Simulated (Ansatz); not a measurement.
# SnSe2 monolayer (1T): the cell at rest

Aim: bring SnSe2 monolayer (1T) to small forces and stress, as phonons need.

Program: Ansatz 0.2.0. Level of theory: DFT PBE, scalar-relativistic, plane waves, PAW. Results are calculated unless marked as measured.

**1. Starting point**

The cell holds 3 atoms: 1 Sn and 2 Se. Cell: a = 3.800 Å, b = 3.800 Å, c = 20.000 Å, α = 90.0°, β = 90.0°, γ = 120.0°. Vacuum lies along c.

**2. Probe on a coarse mesh**

A quick single point on a coarse mesh tells whether the cell has a gap and how far it is from rest, which sets the k mesh and smearing that follow.

The program solves this slab on a cell height of its own, 29.9 Å, in place of the one typed.

Input file input.yaml:

```yaml
crystal:
  lattice:
    - [3.8, 0.0, 0.0]
    - [-1.9, 3.2909, 0.0]
    - [0.0, 0.0, 20.0]
  atoms:
    - { symbol: Sn, position: [0.0, 0.0, 0.5] }
    - { symbol: Se, position: [0.333333, 0.666667, 0.57659] }
    - { symbol: Se, position: [0.666667, 0.333333, 0.42341] }
  periodic: [true, true, false]
kpoints:
  mp_grid: { grid: [6, 6, 1] }
hamiltonian:
  xc: pbe
scf:
  occupations: { method: gaussian, width: 0.1 }
output:
  forces: true
  stress: true
  eigenvalues: true
```

On the command line:

```bash
ansatz run input.yaml --threads 8 --pin off --max-ram 14336MiB --backend cpu --events-out ev --progress --plain --runs-dir out
```

Numbers of over 12 decimals in the logs are rounded to 6 here.

Output:

```text
[...]
k-point 1: bands = [... 19 lower, -7.3327, -7.3098, -6.9202, -6.0659, -3.5893, -2.1000, -0.9720 (-0.9720°), -0.7312, ... 1 higher]
  k-point 2: bands = [... 19 lower, -8.3155, -8.1601, -6.7000, -6.2542, -4.5778, -1.7155, -0.4890, -0.0352, ... 1 higher]
  k-point 6: bands = [... 19 lower, -9.8513, -9.4375, -6.8309, -6.8309, -3.8885, -0.4180, -0.4180, 0.9092, ... 1 higher]
  ° read free of the cell's end (the report's vacuum.weakly_bound_levels)
[key lines of the parts left out:]
SCF converged after 7 iterations
Free energy (F): -16963.281894 eV
Fermi energy:    -5.583611 eV
P = ½ c Tr σ = 3.0015 N/m
```

The job ended after 0.93 s (8 threads of Arm Neoverse V2, shared host; peak memory 0.76 GiB).

Numbers from this step:

* gap on the k-mesh: 0.9574 eV
* direct gap on mesh: 1.265 eV
* area per atom: 4.168 Å²

The coarse mesh shows a gap of 0.96 eV.

**3. Rough relaxation**

The start is far from rest, so a relaxation with loose tolerances brings it close first.

The program solves this slab on a cell height of its own, 29.9 Å, in place of the one typed.

input.yaml: that of step 2 with these lines changed.

```diff
@@ -20 +20,6 @@
   eigenvalues: true
+relax:
+  adjacent_minimum: "off"
+  f_tol: 0.05
+  max_steps: 80
+  cell: { stress_2d_tol: 0.02 }
```

Output:

```text
[...]
Crystal: 3 atoms, lattice volume = 374.252 Å³
Basis set: ecut = 420 eV, 7301 PW (Γ), exchange–correlation on 54×54×432 points (8 copies of the dense FFT grid, shifted against one another)
Bands: 28, of which v1, the nominal top of the filled ones, is band 23 counted from 1 (22 counted from 0)
Symmetry: 12 space group operations
[...]
F+E_penalty+E_count = -16963.37488595 eV   max|allowed force component| = 3.579e-4 eV/Å   (the final SCF, on the basis selected at the relaxed cell)
  cell:  # Å, volume = 388.5200 Å³
    - [3.871759, 0.0, 0]
    - [-1.935880, 3.353042, 0]
    - [0, 0, 29.927200]
  atoms:
    - { symbol: Sn, position: [0, 0, 0.334144] }
    - { symbol: Se, position: [0.333333, 0.666667, 0.387380] }
    - { symbol: Se, position: [0.666667, 0.333333, 0.280909] }
[key lines of the parts left out:]
SCF converged after 8 iterations
Free energy (F): -16963.374886 eV
Fermi energy:    -5.654374 eV
P = ½ c Tr σ = 0.0042 N/m
```

Run time: 5.3 s. Hardware: 8 threads; peak memory 0.81 GiB; 36 s of CPU time.

Relaxation path:

```tsv
step	energy less that of the first step (eV)	largest force component (eV/Å)	volume (Å³)
1	0.0000	0.8630	374.25
2	0.0454	1.0334	379.74
3	-0.0908	0.1004	386.35
4	-0.0923	0.0152	387.89
5	-0.0923	0.0001	388.52
6*	-0.0930	0.0004	388.52
```

Relaxation steps marked * repeat the geometry before them on a plane-wave basis chosen anew for their cell, so energy and pressure can jump there. Relaxation step 2 was tried and not accepted.

Forces are held to the 12 operations that the run works with; a distortion that breaks them can't arise in this run.

```tsv
cell as run	before	after	change
a (Å)	3.800	3.872	+1.9 %
b (Å)	3.800	3.872	+1.9 %
```

The atoms that moved most (Å, along periodic axes as changes of fractional coordinates times the final cell, across vacuum about the mean position):

```tsv
atom	dx	dy	dz	length
Se3	0.000	0.000	-0.061	0.061
Se2	0.000	0.000	0.061	0.061
```

The relaxed structure:

```cif
data_structure
_symmetry_space_group_name_H-M 'P 1'
_symmetry_Int_Tables_number 1
_cell_length_a 3.8718
_cell_length_b 3.8718
_cell_length_c 29.9272
_cell_angle_alpha 90.000
_cell_angle_beta 90.000
_cell_angle_gamma 120.000
_cell_volume 388.52
loop_
_atom_site_label
_atom_site_type_symbol
_atom_site_fract_x
_atom_site_fract_y
_atom_site_fract_z
_atom_site_occupancy
Sn1 Sn 0.00000 0.00000 0.33414 1
Se2 Se 0.33333 0.66667 0.38738 1
Se3 Se 0.66667 0.33333 0.28091 1
```

This step gave:

```yaml
gap_on_the_k_mesh: 0.8011 eV
direct_gap_on_mesh: 1.104 eV
area_per_atom: 4.327 Å²
```

The relaxation ends with a largest force component of 3.6e-4 eV/Å.

**4. Relaxation**

The cell and atoms are relaxed, since residual forces and stress would shift the frequencies.

Input file input.yaml:

```yaml
crystal:
  lattice:
    - [3.8717592958, 0.0, 0.0]
    - [-1.9358796479, 3.3530419075, 0.0]
    - [0.0, 0.0, 29.9272]
  atoms:
    - { symbol: Sn, position: [0.0, 0.0, 0.3341441899] }
    - { symbol: Se, position: [0.3333333333, 0.6666666667, 0.3873795319] }
    - { symbol: Se, position: [0.6666666667, 0.3333333333, 0.2809088479] }
  periodic: [true, true, false]
kpoints:
  mp_grid: { grid: [9, 9, 1] }
hamiltonian:
  xc: pbe
scf:
  occupations: { method: gaussian, width: 0.02 }
output:
  forces: true
  stress: true
  eigenvalues: true
  write_density: true
  write_potential: true
  elf: true
  volumetric_format: npy
relax:
  adjacent_minimum: "off"
  f_tol: 0.005
  max_steps: 80
  cell: { stress_2d_tol: 0.02 }
```

Output:

```text
[...]
Crystal: 3 atoms, lattice volume = 388.520 Å³
Basis set: ecut = 420 eV, 7685 PW (Γ), exchange–correlation on 54×54×432 points (8 copies of the dense FFT grid, shifted against one another)
Bands: 28, of which v1, the nominal top of the filled ones, is band 23 counted from 1 (22 counted from 0)
[... 1 set-up line as in the run before ...]
[...]
k-points: 12 of 81
[...]
SCF iter   1: F=—  HF=-16963.386487 eV  |F-HF|=—  |Δ(HF+E_count)|=         —  Δρ=7.26e-4  dr2=5.01e-3  ethr=1.77e-3  ⟨swp⟩=15.6  Hψ=2275  notcnv=0
[...]
SCF iter   7: F=-16963.385149 eV  HF=-16963.385149 eV  |F-HF|=4.50e-8  |Δ(HF+E_count)|=   6.90e-8  Δρ=1.77e-6  dr2=1.29e-8  ethr=2.17e-10  ⟨swp⟩=23.0  Hψ=3198  notcnv=0
SCF 1 converged in 7 iterations: F = -16963.385149 eV  dr2 = 1.29e-8
[...]
relax step   1: F+E_penalty+E_count = -16963.38514861 eV  Δ(F+E_penalty+E_count) = +0.000e0 eV  max|allowed force component| = 7.228e-3 eV/Å  Δτ_max = 0.0000 Å  P = -0.051 N/m  Ω = 388.520 Å³  fix = [c, alpha, beta]  reactions: c -0.000 N/m  (7 SCF iters, dr2 threshold 1.00e-7 eV, accepted)
Crystal: 3 atoms, lattice volume = 387.800 Å³
Basis set: ecut = 420 eV, 7673 PW (Γ), exchange–correlation on 54×54×432 points (8 copies of the dense FFT grid, shifted against one another)
[...]
SCF iter   6: F=-16963.385167 eV  HF=-16963.385167 eV  |F-HF|=2.18e-10  |Δ(HF+E_count)|=   1.76e-9  Δρ=2.06e-7  dr2=5.72e-10  ethr=8.21e-12  ⟨swp⟩=13.2  Hψ=2607  notcnv=0
SCF 2 converged in 6 iterations: F = -16963.385167 eV  dr2 = 5.72e-10
relax step   2: F+E_penalty+E_count = -16963.38516674 eV  Δ(F+E_penalty+E_count) = -1.813e-5 eV  max|allowed force component| = 2.330e-2 eV/Å  Δτ_max = 0.0045 Å  P = -0.030 N/m  Ω = 387.800 Å³  energy of the carried Pulay correction = +2.977e-5 eV  fix = [c, alpha, beta]  (6 SCF iters, dr2 threshold 3.78e-9 eV, rejected (line search))
Crystal: 3 atoms, lattice volume = 388.092 Å³
[...]
SCF iter   8: F=-16963.385209 eV  HF=-16963.385209 eV  |F-HF|=7.28e-12  |Δ(HF+E_count)|=  5.82e-11  Δρ=7.92e-9  dr2=4.27e-13  ethr=1.00e-12  ⟨swp⟩=9.8  Hψ=1888  notcnv=0
SCF 3 converged in 8 iterations: F = -16963.385209 eV  dr2 = 4.27e-13
relax step   3: F+E_penalty+E_count = -16963.38520873 eV  Δ(F+E_penalty+E_count) = -6.013e-5 eV  max|allowed force component| = 3.057e-3 eV/Å  Δτ_max = 0.0018 Å  P = -0.027 N/m  Ω = 388.092 Å³  energy of the carried Pulay correction = +1.769e-5 eV  fix = [c, alpha, beta]  reactions: c -0.000 N/m  (8 SCF iters, accepted)
[...]
relax step   4: F+E_penalty+E_count = -16963.38522354 eV  Δ(F+E_penalty+E_count) = -1.481e-5 eV  max|allowed force component| = 1.797e-3 eV/Å  Δτ_max = 0.0002 Å  P = +0.001 N/m  Ω = 387.877 Å³  energy of the carried Pulay correction = +2.655e-5 eV  fix = [c, alpha, beta]  reactions: c +0.000 N/m  (5 SCF iters, dr2 threshold 1.02e-9 eV, accepted)
[...]
SCF iter   1: F=—  HF=-16963.385158 eV  |F-HF|=—  |Δ(HF+E_count)|=         —  Δρ=1.67e-6  dr2=1.26e-8  ethr=1.01e-6  ⟨swp⟩=4.9  Hψ=3390  notcnv=0
eigensolver tolerance schedule: the retry pair's looser diagonalisation over-reported the residual by 36942.95 of it (diagonalisation noise at an unbounded share of the residual, at the tolerance the schedule requests for it); recorded, not acted on — ethr = c·dr2/N_el stays at c = 1.0e-1
SCF iter   2: F=—  HF=-16963.385202 eV  |F-HF|=—  |Δ(HF+E_count)|=   4.36e-5  Δρ=1.63e-6  dr2=2.05e-8  ethr=2.75e-11  ⟨swp⟩=5.9  Hψ=1177  notcnv=0
[...]
SCF iter   7: F=-16963.385202 eV  HF=-16963.385202 eV  |F-HF|=1.46e-11  |Δ(HF+E_count)|=  1.82e-11  Δρ=1.92e-8  dr2=1.41e-12  ethr=1.00e-12  ⟨swp⟩=10.0  Hψ=1930  notcnv=0
SCF 5 converged in 7 iterations: F = -16963.385202 eV  dr2 = 1.41e-12
relax step   5: F+E_penalty+E_count = -16963.38520152 eV  Δ(F+E_penalty+E_count) = +2.202e-5 eV  max|allowed force component| = 1.811e-3 eV/Å  Δτ_max = 0.0000 Å  P = +0.001 N/m  Ω = 387.877 Å³  fix = [c, alpha, beta]  reactions: c +0.000 N/m  stress off target by 1.10e-3 N/m on what of the cell is left free  SCF on the basis re-selected at this cell (its energy is not comparable with the rows above)  (7 SCF iters)
basis re-selected at this cell: Δ(F+E_penalty+E_count) = +2.202e-5 eV, ΔP = -0.000 N/m vs the last step (what re-selecting the basis moved, of the pressure what is left beyond the Pulay correction that the steps carried, after the strain that the cell walked since its last selection, with what the two solves' SCF thresholds leave and, on support functions, any second-order correction that the steps lacked; it is no m [...]
SCF converged after 7 iterations
Free energy (F): -16963.385202 eV
[...]
Internal energy: -16963.385202 eV  (E = F + TS)
E sigma→0 (E₀):  -16963.385202 eV
Fermi energy:    -5.626359 eV
[...]
--- Forces (eV/Å), atoms counted from 1 ---
  atom   1  Sn    -0.00000000     0.00000000     0.00000000
  atom   2  Se    -0.00000000    -0.00000000     0.00181143
  atom   3  Se    -0.00000000     0.00000000    -0.00181143
  max |Σ_I F_I| component: 9.25e-18 eV/Å
--- 2D stress c σ (N/m, compression-positive) ---
        0.001103       0.000000       0.000000
       -0.000000       0.001103      -0.000000
        0.000000      -0.000000       0.000000
  P = ½ c Tr σ = 0.0011 N/m
--- Band table (eV; the first three rows and the last of 12) ---
  k-point 0: bands = [... 19 lower, -6.5118, -6.5118, -6.1323, -6.1323, -4.5441, -2.9967, -1.4773, -1.4773, ... 1 higher]
  k-point 1: bands = [... 19 lower, -7.0320, -6.8696, -6.6989, -6.0498, -4.0068, -2.3872, -1.6002 (-1.6002°), -1.2110, ... 1 higher]
  k-point 2: bands = [... 19 lower, -7.6695, -7.4352, -6.8507, -6.1065, -4.0827, -2.0728, -0.7078 (-0.7078°), -0.6951, ... 1 higher]
  k-point 11: bands = [... 19 lower, -9.5578, -9.1823, -6.8304, -6.8304, -4.2417, -0.7778, -0.7778, 0.4869, ... 1 higher]
  ° read free of the cell's end (the report's vacuum.weakly_bound_levels)
--- Relaxed structure (4 steps of the walk, 3 accepted, 1 SCFs on fresh bases) ---
[...]
cell:  # Å, volume = 387.8774 Å³
    - [3.868556, 0.0, 0]
    - [-1.934278, 3.350268, 0]
    - [0, 0, 29.9272]
  atoms:
    - { symbol: Sn, position: [0, 0, 0.334144] }
    - { symbol: Se, position: [0.333333, 0.666667, 0.387434] }
    - { symbol: Se, position: [0.666667, 0.333333, 0.280855] }
```

Run time: 6.7 s. Hardware: 8 threads; peak memory 1 GiB; 47 s of CPU time.

Little changed from the start: no atom moved by 0.005 Å and no cell edge by 0.1 %.

Numbers from this step:

| Property | Result |
| --- | --- |
| gap on the k-mesh | 0.8468 eV |
| direct gap on mesh | 1.146 eV |
| area per atom | 4.32 Å² |

Valence density in the ac plane at fractional y = 0.000, with atoms of Sn within 0.2 Å of it. It is the smooth field of the valence electrons, not physical close to the nuclei.

Ten steps, logarithmic in the rise over the least value, from '_' (0.00 × 1e0 e/Å³) to '@' (6.92 × 1e0 e/Å³), each cell a mean:
```
____________________________
____________________________
____________________________
____________________________
____________________________
____________________________
____________________________
____________________________
____________________________
____________________________
____________________________
____________________________
____________________________
____________......__________
......::::--------::::::....
@@@@##==--::::::::::--++##@@
%%##**==----::::::----==**%%
........::::------::::......
____________________________
____________________________
____________________________
____________________________
____________________________
____________________________
```
Columns run along a (3.9 Å), rows up along c (29.9 Å). Atoms in or near the plane, at fractional coordinates: Sn at (0.00, 0.33).

Electrostatic potential energy in the ac plane at fractional y = 0.000, with atoms of Sn within 0.2 Å of it. With pseudopotentials it is smooth inside the atoms' cores, unlike the true potential.

Ten even steps from '0' (-9.63 × 1e0 eV) to '9' (0.00 × 1e0 eV), each cell a mean:
```
99999999999999
99999999999999
99999999999999
99999999999999
99999999999999
99999999999999
99999999999999
99999999999999
99999999999999
99999999999999
99999999999999
99999999999999
99999999999999
99999998999999
66666533356666
44001456530014
32012455542012
77777544467777
99999999999999
99999999999999
99999999999999
99999999999999
99999999999999
99999999999999
```
Columns run along a (3.9 Å; values clipped at the 3rd and 97th percentile), rows up along c (29.9 Å). Atoms in or near the plane, at fractional coordinates: Sn at (0.00, 0.33).

ELF in the ac plane at fractional y = 0.000, with atoms of Sn within 0.2 Å of it. It is the smooth field of the valence electrons, not physical close to the nuclei.

Ten even steps from '0' (0.00) to '9' (0.71), each cell a mean:
```
00000000000000
00000000000000
00000000000000
00000000000000
00000000000000
00000000000000
00000000000000
00000000000000
00000000000000
00000000000000
00000000000000
00000000000000
00000000000000
00013566542100
11247999986321
11344544454321
22345666665432
01247999986311
00002344431000
00000000000000
00000000000000
00000000000000
00000000000000
00000000000000
```
Columns run along a (3.9 Å), rows up along c (29.9 Å). Atoms in or near the plane, at fractional coordinates: Sn at (0.00, 0.33).

**5. Tight relaxation**

Phonons need a cell at rest on their own settings, so the relaxation is repeated with tight tolerances on forces and stress on the k mesh and occupations of the first response run.

Input file input.yaml:

```yaml
crystal:
  lattice:
    - [3.8685558024, 0.0, 0.0]
    - [-1.9342779012, 3.3502676009, 0.0]
    - [0.0, 0.0, 29.9272]
  atoms:
    - { symbol: Sn, position: [0.0, 0.0, 0.3341441899] }
    - { symbol: Se, position: [0.3333333333, 0.6666666667, 0.3874338039] }
    - { symbol: Se, position: [0.6666666667, 0.3333333333, 0.2808545759] }
  periodic: [true, true, false]
kpoints:
  mp_grid: { grid: [9, 9, 1] }
hamiltonian:
  xc: pbe
scf:
  occupations: { method: fixed }
output:
  forces: true
  stress: true
  eigenvalues: true
relax:
  adjacent_minimum: "off"
  f_tol: 0.001
  max_steps: 60
  cell: { stress_2d_tol: 0.002 }
```

Output:

```text
[...]
Crystal: 3 atoms, lattice volume = 387.877 Å³
Basis set: ecut = 420 eV, 7673 PW (Γ), exchange–correlation on 54×54×432 points (8 copies of the dense FFT grid, shifted against one another)
Bands: 28, of which v1, the nominal top of the filled ones, is band 23 counted from 1 (22 counted from 0)
[... 1 set-up line as in the run before ...]
[...]
k-points: 12 of 81
[...]
° read free of the cell's end (the report's vacuum.weakly_bound_levels)
--- Relaxed structure (3 steps of the walk, 2 accepted, 1 SCFs on fresh bases) ---
[...]
cell:  # Å, volume = 387.8623 Å³
    - [3.868481, 0.0, 0.0]
    - [-1.934240, 3.350203, 0.0]
    - [0.0, 0.0, 29.9272]
  atoms:
    - { symbol: Sn, position: [0, 0, 0.3341441899] }
    - { symbol: Se, position: [0.333333, 0.666667, 0.387441] }
    - { symbol: Se, position: [0.666667, 0.333333, 0.280847] }
[key lines of the parts left out:]
SCF converged after 10 iterations
Free energy (F): -16963.385203 eV
Fermi energy:    -6.049165 eV
P = ½ c Tr σ = -0.0003 N/m
```

It took 5.8 s on 8 threads; peak memory 1 GiB; 41 s of CPU time.

Little changed from the start: no atom moved by 0.005 Å and no cell edge by 0.1 %.

Numbers from this step:

```
gap on the k-mesh : 0.8462 eV
```

The largest force component left is 0.014 meV/Å, within the tolerances set.

**6. What came out**

| Property | Result |
| --- | --- |
| space group after relaxation (within 0.01 Å) | P-3m1 |
| lattice constant a | 3.868 Å |
| lattice constant b | 3.868 Å |
| area per atom | 4.32 Å² |
| gap on the k-mesh | 0.846 eV |

**Reading.** The largest force component left is 0.014 meV/Å, within the tolerances set. The relaxation keeps the symmetry of its start, so it says nothing on stability against lower symmetry. Spin-orbit coupling is left out, which can matter for the heavy elements here. The starting cell was built on a prototype and not taken from a measurement.

[Logs are printed without paths, hosts, clocks, repeated set-up lines and the standing remarks that a program may print on its own settings, such as how far it seeks lower states.]

[Hosts, paths, dates, database ids (printed as entryN), source tags and the programs' standing remarks are cut or masked in the printed files.]
